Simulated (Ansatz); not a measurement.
# Ce3Al: which shell does photoemission see at 21.2 and 60 eV? (LDA)

The valence band of Ce3Al mixes several shells. Work out by hand which one leads the spectrum's area at each photon energy.

Filled states come from the projected DOS of Ansatz 0.2.0 (LDA+U, plane waves); cross sections σ and asymmetry parameters β are those of free atoms in a Dirac–Hartree–Slater calculation. A shell's area is states × σ × angular factor, which is 1 + β·P₂(cos θ) for linear light, with θ = 54.7° from the polarisation and P₂ = 0.001.

**At 21.2 eV** (states counted from 11.2 eV below the zero; other shells add 0.34 to the products' sum of 27.8):

```
shell  filled states a cell  cross section (Mb an electron)     β  angular factor  product  share by hand (%)  share in the simulated spectrum (%)
Ce 5p                  0.00                               0  0.00            1.00        0                  0                                    0
Ce 5d                  7.48                            3.59  0.74            1.00     26.9                 97                                   97
Ce 4f                  3.14                           0.192  1.79            1.00    0.604                  2                                    2
```

**At 60 eV** (states counted from 20.6 eV below the zero; other shells add 0.29 to the products' sum of 7.86):

| shell | filled states a cell | cross section (Mb an electron) | β | angular factor | product | share by hand (%) | share in the simulated spectrum (%) |
| --- | --- | --- | --- | --- | --- | --- | --- |
| Ce 5p | 17.26 | 0.167 | 0.84 | 1.00 | 2.88 | 37 | 37 |
| Ce 5d | 7.86 | 0.114 | 1.89 | 1.00 | 0.894 | 11 | 11 |
| Ce 4f | 3.16 | 1.2 | 0.45 | 1.00 | 3.78 | 48 | 48 |

Ce 5d leads at 21.2 eV and Ce 4f at 60 eV. Between the two energies σ of Ce 5d changes by a factor 0.032 and that of Ce 4f by 6.2, so their ratio moves 197-fold in favour of the second. The simulated spectrum uses the same rule on the energy-resolved DOS, so the two share columns agree within a few points.

Only crystals where the two columns agree within 4 points and the lead is clear are worked in this form. Free-atom cross sections ignore the solid's final states, no escape depth or background enters, and the count of states a shell hangs on the projection.

[Logs are printed without paths, hosts, clocks, repeated set-up lines and the standing remarks that a program may print on its own settings, such as how far it seeks lower states.]
